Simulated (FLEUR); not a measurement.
# Eu: parallel and opposed starts

Aim: find out whether Eu carries moments, and which collinear order costs least.

Calculated with FLEUR MaX-R8.1; LDA (VWN) with U = 6 eV on Eu f; all-electron FLAPW, Dirac cores, scalar-relativistic bands.

This is a report of a sequence of runs, with most program output left out.

The database entry behind the starting cell differs from later determinations by our own check (about 0.5 % long), so it need not match the best structure at ambient conditions.

**1. The structure**

Symmetry: Im-3m, No. 229, cubic system. The conventional cell has a = 4.606 Å, b = 4.606 Å, c = 4.606 Å, α = 90.00°, β = 90.00°, γ = 90.00°. Nearest to Eu lie 8 Eu at 3.99 Å.

**2. Start 1: ferro +**

The parallel start comes first: it shows whether parallel moments hold. A Hubbard U acts on the open shell, since semilocal functionals spread its electrons too much.

The file n_mmp_mat seeds the f occupations with whole cubic orbitals by Hund's first rule, so that the U acts from the first pass. inpgen writes inp.xml from crystal.txt; cutoffs, mixing, functional, smearing and local orbitals are then set in the file. The k list default-1 (kpts.xml, not shown) is a Γ-centred 8×8×8 mesh; where the ranks do not divide the number of points, some are split in two of half the weight.

inp.xml

```
<?xml version="1.0" encoding="UTF-8" standalone="no"?>
<fleurInput fleurInputVersion="0.39">
   <comment>
      Eu
   </comment>
   <calculationSetup>
      <cutoffs Kmax="3.6" Gmax="10.8" GmaxXC="10.8" numbands="0"/>
      <scfLoop itmax="130" minDistance="0.0001" maxIterBroyd="15" imix="Anderson" alpha="0.05" precondParam="0.0" spinf="2.0" sdNocoIR="T"/>
      <coreElectrons ctail="T" frcor="F" kcrel="0" coretail_lmax="0"/>
      <xcFunctional name="vwn" relativisticCorrections="F"/>
      <magnetism jspins="2"/>
      <soc l_soc="F" theta="0.0" phi="0.0" spav="F"/>
      <expertModes spex="0" secvar="F"/>
      <geometryOptimization l_f="F" forcealpha="1.0" forcemix="BFGS" epsdisp="0.00001" epsforce="0.00001"/>
      <ldaU l_linMix="F" mixParam="0.05" spinf="1.0"/>
   </calculationSetup>
   <cell>
      <bzIntegration valenceElectrons="17.0" mode="hist" fermiSmearingEnergy="0.00110248">
         <kPointListSelection listName="default-1"/>
         <xi:include xmlns:xi="http://www.w3.org/2001/XInclude" href="kpts.xml"> </xi:include>
      </bzIntegration>
      <xi:include xmlns:xi="http://www.w3.org/2001/XInclude" href="sym.xml"> </xi:include>
      <bulkLattice scale="1.0">
         <bravaisMatrix>
            <row-1>   -4.3520392649537998     4.3520392649537998     4.3520392649537998</row-1>
            <row-2>    4.3520392649537998    -4.3520392649537998     4.3520392649537998</row-2>
            <row-3>    4.3520392649537998     4.3520392649537998    -4.3520392649537998</row-3>
         </bravaisMatrix>
      </bulkLattice>
   </cell>
   <atomSpecies>
      <species name="Europium (7.000" element="Eu" atomicNumber="63">
         <mtSphere radius="2.8" gridPoints="925" logIncrement="0.014"/>
         <atomicCutoffs lmax="10" lnonsphr="8"/>
         <electronConfig flipSpins="F">
            <coreConfig>(1s1/2) (2s1/2) (2p1/2) (2p3/2) (3s1/2) (3p1/2) (3p3/2) (4s1/2) (3d3/2) (3d5/2) (4p1/2) (4p3/2) (4d3/2) (4d5/2)</coreConfig>
            <valenceConfig>(5s1/2) (5p1/2) (5p3/2) (6s1/2) (4f5/2) (4f7/2)</valenceConfig>
            <stateOccupation state="(4f5/2)" spinUp="3.0" spinDown="0.0"/>
            <stateOccupation state="(4f7/2)" spinUp="4.0" spinDown="0.0"/>
         </electronConfig>
         <energyParameters s="6" p="6" d="5" f="4"/>
         <ldaU l="3" U="6.0" J="0.0" l_amf="F"/>
         <lo type="SCLO" l="0" n="5" eDeriv="0"/>
         <lo type="SCLO" l="1" n="5" eDeriv="0"/>
      </species>
   </atomSpecies>
   <atomGroups>
      <atomGroup species="Europium (7.000">
         <relPos label="                   1">.0000000000 .0000000000 .0000000000</relPos>
         <force calculate="T" relaxXYZ="TTT"/>
      </atomGroup>
   </atomGroups>
   <output dos="F" band="F" slice="F">
      <bandDOS minEnergy="-.5*Htr" maxEnergy="0.5*Htr" sigma="0.015" storeEVData="T"/>
      <plotting iplot="0" polar="F">
         <plot TwoD="T" vec1="  1.0  0.0  0.0" vec2="  0.0  1.0  0.0" vec3="  0.0  0.0  1.0" zero="  0.0  0.0  0.0" file="plot"/>
      </plotting>
      <moessbauerParams electricFieldGradient="F" isomerShift="F" coreHyperfine="F" valenceHyperfine="F"/>
   </output>
</fleurInput>
```

crystal.txt

```
Eu
&input film=F cartesian=F /
-2.30300000000  2.30300000000  2.30300000000
2.30300000000  -2.30300000000  2.30300000000
2.30300000000  2.30300000000  -2.30300000000
1.8897261246
1.0 1.0 1.0

1
63 0.00000000000  0.00000000000  0.00000000000 : 7.000

&kpt div1=8 div2=8 div3=8 gamma=T /
```

Run with:

```console
$ OMP_NUM_THREADS=1 inpgen -f crystal.txt > inpgen.log  # inp.xml is then edited as shown
$ OMP_NUM_THREADS=1 mpirun -n 4 fleur_MPI > fleur.log
```

Wall time 5.9 s (4 MPI ranks of Intel Xeon 6975P-C (Granite Rapids), shared host); peak memory 0.2 GiB.

Numbers from this step:

```yaml
free_energy: -295110.3266 eV
program_s_band_gap_on_this_mesh_in_a_metal_only_a_level_spacing: 0.003693 eV
magnetization: 7.250 μB
final_state: ferromagnetic
largest_moment: 7.012 μB
```

After 13 cycles the largest moment stands at 7.01 μB.

**3. Start 2: antiferro q=(1/2,1/2,1/2) +-**

Reversing part of the moments tests the sign of the couplings between them.

This order needs a doubled cell of 2 atoms. The mesh is halved along the doubled vector, so that both cells sample the same points. The k list default-1 (kpts.xml, not shown) is a Γ-centred 4×8×8 mesh.

Edit inp.xml of step 2 so:

```diff
@@ -17,3 +17,3 @@
    <cell>
-      <bzIntegration valenceElectrons="17.0" mode="hist" fermiSmearingEnergy="0.00110248">
+      <bzIntegration valenceElectrons="34.0" mode="hist" fermiSmearingEnergy="0.00110248">
          <kPointListSelection listName="default-1"/>
@@ -24,5 +24,5 @@
          <bravaisMatrix>
-            <row-1>   -4.3520392649537998     4.3520392649537998     4.3520392649537998</row-1>
-            <row-2>    4.3520392649537998    -4.3520392649537998     4.3520392649537998</row-2>
-            <row-3>    4.3520392649537998     4.3520392649537998    -4.3520392649537998</row-3>
+            <row-1>   -8.7040785299075996     8.7040785299075996     8.7040785299075996</row-1>
+            <row-2>    0.0000000000000000     0.0000000000000000     8.7040785299075996</row-2>
+            <row-3>    0.0000000000000000     8.7040785299075996     0.0000000000000000</row-3>
          </bravaisMatrix>
@@ -45,2 +45,16 @@
       </species>
+      <species name="Europium (-7.000" element="Eu" atomicNumber="63">
+         <mtSphere radius="2.8" gridPoints="925" logIncrement="0.014"/>
+         <atomicCutoffs lmax="10" lnonsphr="8"/>
+         <electronConfig flipSpins="F">
+            <coreConfig>(1s1/2) (2s1/2) (2p1/2) (2p3/2) (3s1/2) (3p1/2) (3p3/2) (4s1/2) (3d3/2) (3d5/2) (4p1/2) (4p3/2) (4d3/2) (4d5/2)</coreConfig>
+            <valenceConfig>(5s1/2) (5p1/2) (5p3/2) (6s1/2) (4f5/2) (4f7/2)</valenceConfig>
+            <stateOccupation state="(4f5/2)" spinUp="0.0" spinDown="3.0"/>
+            <stateOccupation state="(4f7/2)" spinUp="0.0" spinDown="4.0"/>
+         </electronConfig>
+         <energyParameters s="6" p="6" d="5" f="4"/>
+         <ldaU l="3" U="6.0" J="0.0" l_amf="F"/>
+         <lo type="SCLO" l="0" n="5" eDeriv="0"/>
+         <lo type="SCLO" l="1" n="5" eDeriv="0"/>
+      </species>
    </atomSpecies>
@@ -49,2 +63,6 @@
          <relPos label="                   1">.0000000000 .0000000000 .0000000000</relPos>
+         <force calculate="T" relaxXYZ="TTT"/>
+      </atomGroup>
+      <atomGroup species="Europium (-7.000">
+         <relPos label="                   2">1.000/2.000 .0000000000 .0000000000</relPos>
          <force calculate="T" relaxXYZ="TTT"/>
```

crystal.txt

```
Eu
&input film=F cartesian=F /
-4.60600000000  4.60600000000  4.60600000000
0.00000000000  0.00000000000  4.60600000000
0.00000000000  4.60600000000  0.00000000000
1.8897261246
1.0 1.0 1.0

2
63 0.00000000000  0.00000000000  0.00000000000 : 7.000
63 0.50000000000  0.00000000000  0.00000000000 : -7.000

&kpt div1=4 div2=8 div3=8 gamma=T /
```

It took 18 s on 4 MPI ranks; peak memory 0.32 GiB.

Numbers from this step:

- free energy: -590220.6234 eV
- program's band gap on this mesh (in a metal only a level spacing): 0 eV
- magnetization: 0 μB
- final state: antiferromagnetic
- largest moment: 6.984 μB

It lies 14.9 meV a seeded atom over the first start, and its largest moment is 6.98 μB against 7.01 μB.

**4. Start 3: antiferro q=(0,0,1/2) +-**

Another pattern of signs weighs the neighbour shells otherwise.

The cell is doubled to 2 atoms to hold this order. The mesh is halved along the doubled vector, so that both cells sample the same points. The k list default-1 (kpts.xml, not shown) is a Γ-centred 8×8×4 mesh.

Edit inp.xml of step 3 so:

```diff
@@ -24,5 +24,5 @@
          <bravaisMatrix>
-            <row-1>   -8.7040785299075996     8.7040785299075996     8.7040785299075996</row-1>
-            <row-2>    0.0000000000000000     0.0000000000000000     8.7040785299075996</row-2>
-            <row-3>    0.0000000000000000     8.7040785299075996     0.0000000000000000</row-3>
+            <row-1>   -4.3520392649537998     4.3520392649537998     4.3520392649537998</row-1>
+            <row-2>    4.3520392649537998    -4.3520392649537998     4.3520392649537998</row-2>
+            <row-3>    8.7040785299075996     8.7040785299075996    -8.7040785299075996</row-3>
          </bravaisMatrix>
@@ -66,3 +66,3 @@
       <atomGroup species="Europium (-7.000">
-         <relPos label="                   2">1.000/2.000 .0000000000 .0000000000</relPos>
+         <relPos label="                   2">.0000000000 .0000000000 1.000/2.000</relPos>
          <force calculate="T" relaxXYZ="TTT"/>
```

crystal.txt

```
Eu
&input film=F cartesian=F /
-2.30300000000  2.30300000000  2.30300000000
2.30300000000  -2.30300000000  2.30300000000
4.60600000000  4.60600000000  -4.60600000000
1.8897261246
1.0 1.0 1.0

2
63 0.00000000000  0.00000000000  0.00000000000 : 7.000
63 0.00000000000  0.00000000000  0.50000000000 : -7.000

&kpt div1=8 div2=8 div3=4 gamma=T /
```

Wall time 35 s (4 MPI ranks); peak memory 0.38 GiB; 2.3 min of CPU time.

Spin moment in the muffin-tin sphere by atom:

```
atom  spin moment in the muffin-tin sphere (μB)
 Eu1                                       7.01
 Eu2                                      -7.01
```

Numbers from this step:

| Property | Result |
| --- | --- |
| free energy | -590220.6451 eV |
| program's band gap on this mesh (in a metal only a level spacing) | 0 eV |
| magnetization | 0 μB |
| final state | antiferromagnetic |

It lies 4.03 meV a seeded atom over the first start, and its largest moment is 7.01 μB against 7.01 μB.

**5. The states side by side**

Free energies are divided by the number of seeded atoms, so that cells of unlike size compare. Wavevectors q in the names are fractions of the primitive cell's reciprocal vectors.

Orders:

```
                       start        final state  typed order kept  energy over the lowest (meV a seeded atom)  largest sphere moment (μB)  net moment (μB a primitive cell)  mesh matched  CPU time (s)
                     ferro +      ferromagnetic               yes                                           0                       7.012                              7.25           yes         22.51
antiferro q=(1/2,1/2,1/2) +-  antiferromagnetic               yes                                       14.89                       6.984                                 0           yes         71.69
    antiferro q=(0,0,1/2) +-  antiferromagnetic               yes                                        4.03                       7.009                                 0           yes         138.8
```

**6. Spin–orbit coupling, moments along [001]**

Spin–orbit coupling ties the spins to the lattice and lets orbital moments form.

A new self-consistent run of the start ferro +, with the moments along z. Here n_mmp_mat seeds f states of whole m by Hund's three rules. The k list default-1 (kpts.xml, not shown) is a Γ-centred 8×8×8 mesh.

Edit inp.xml of step 2 so:

```diff
@@ -6,3 +6,3 @@
    <calculationSetup>
-      <cutoffs Kmax="3.6" Gmax="10.8" GmaxXC="10.8" numbands="0"/>
+      <cutoffs Kmax="3.6" Gmax="10.8" GmaxXC="10.8" numbands="37"/>
       <scfLoop itmax="130" minDistance="0.0001" maxIterBroyd="15" imix="Anderson" alpha="0.05" precondParam="0.0" spinf="2.0" sdNocoIR="T"/>
@@ -11,3 +11,3 @@
       <magnetism jspins="2"/>
-      <soc l_soc="F" theta="0.0" phi="0.0" spav="F"/>
+      <soc l_soc="T" theta="0.0" phi="0.0" spav="F"/>
       <expertModes spex="0" secvar="F"/>
```

Edit crystal.txt of step 2 so:

```diff
@@ -11,2 +11,3 @@
 
+&soc 0.0000000 0.0000000 /
 &kpt div1=8 div2=8 div3=8 gamma=T /
```

It took 18 s on 4 MPI ranks; peak memory 0.3 GiB.

This step gave:

```yaml
free_energy: -295110.5842 eV
program_s_band_gap_on_this_mesh_in_a_metal_only_a_level_spacing: 0 eV
magnetization: 7.251 μB
final_state: ferromagnetic
largest_moment: 7.008 μB
orbital_moment_along_the_spin: -0.00969 μB
```

Orbital moment in the sphere, along the spin axis by atom:

```
atom  orbital moment in the sphere, along the spin axis (μB)
 Eu1                                                 -0.0097
```

**7. Outcome**

| Property | Result |
| --- | --- |
| lowest state found | ferromagnetic (typed ferro +) |
| largest site spin moment | 7.01 μB |
| next finished state | antiferromagnetic, 4.03 meV a seeded atom higher |
| orbital moment on the atom of largest spin, along its spin (spin–orbit run) | -0.00969 μB |
| spin plus orbital moment | Eu 7.00 μB |

What this shows: The lowest state found is ferromagnetic, reached from the start ferro +, with moments up to 7.01 μB. The next finished state costs 4.0 meV a seeded atom. The shell is near half filling, where Hund's rules give no orbital moment. This is the lowest of 3 finished starts, no proof of the ground state. The f shell is half filled, so the spin-only picture is fair.

[Logs and program files are shortened in this print: banners, set-up blocks, solver, clock and traceback lines can be left out without a mark of their own.]

[Logs are printed without paths, hosts, clocks, repeated set-up lines and the standing remarks that a program may print on its own settings, such as how far it seeks lower states.]

[Hosts, paths, dates, database ids (printed as entryN), source tags and the programs' standing remarks are cut or masked in the printed files.]

[Where a cell is said to come from a database of computed structures, the database is the Materials Project.]
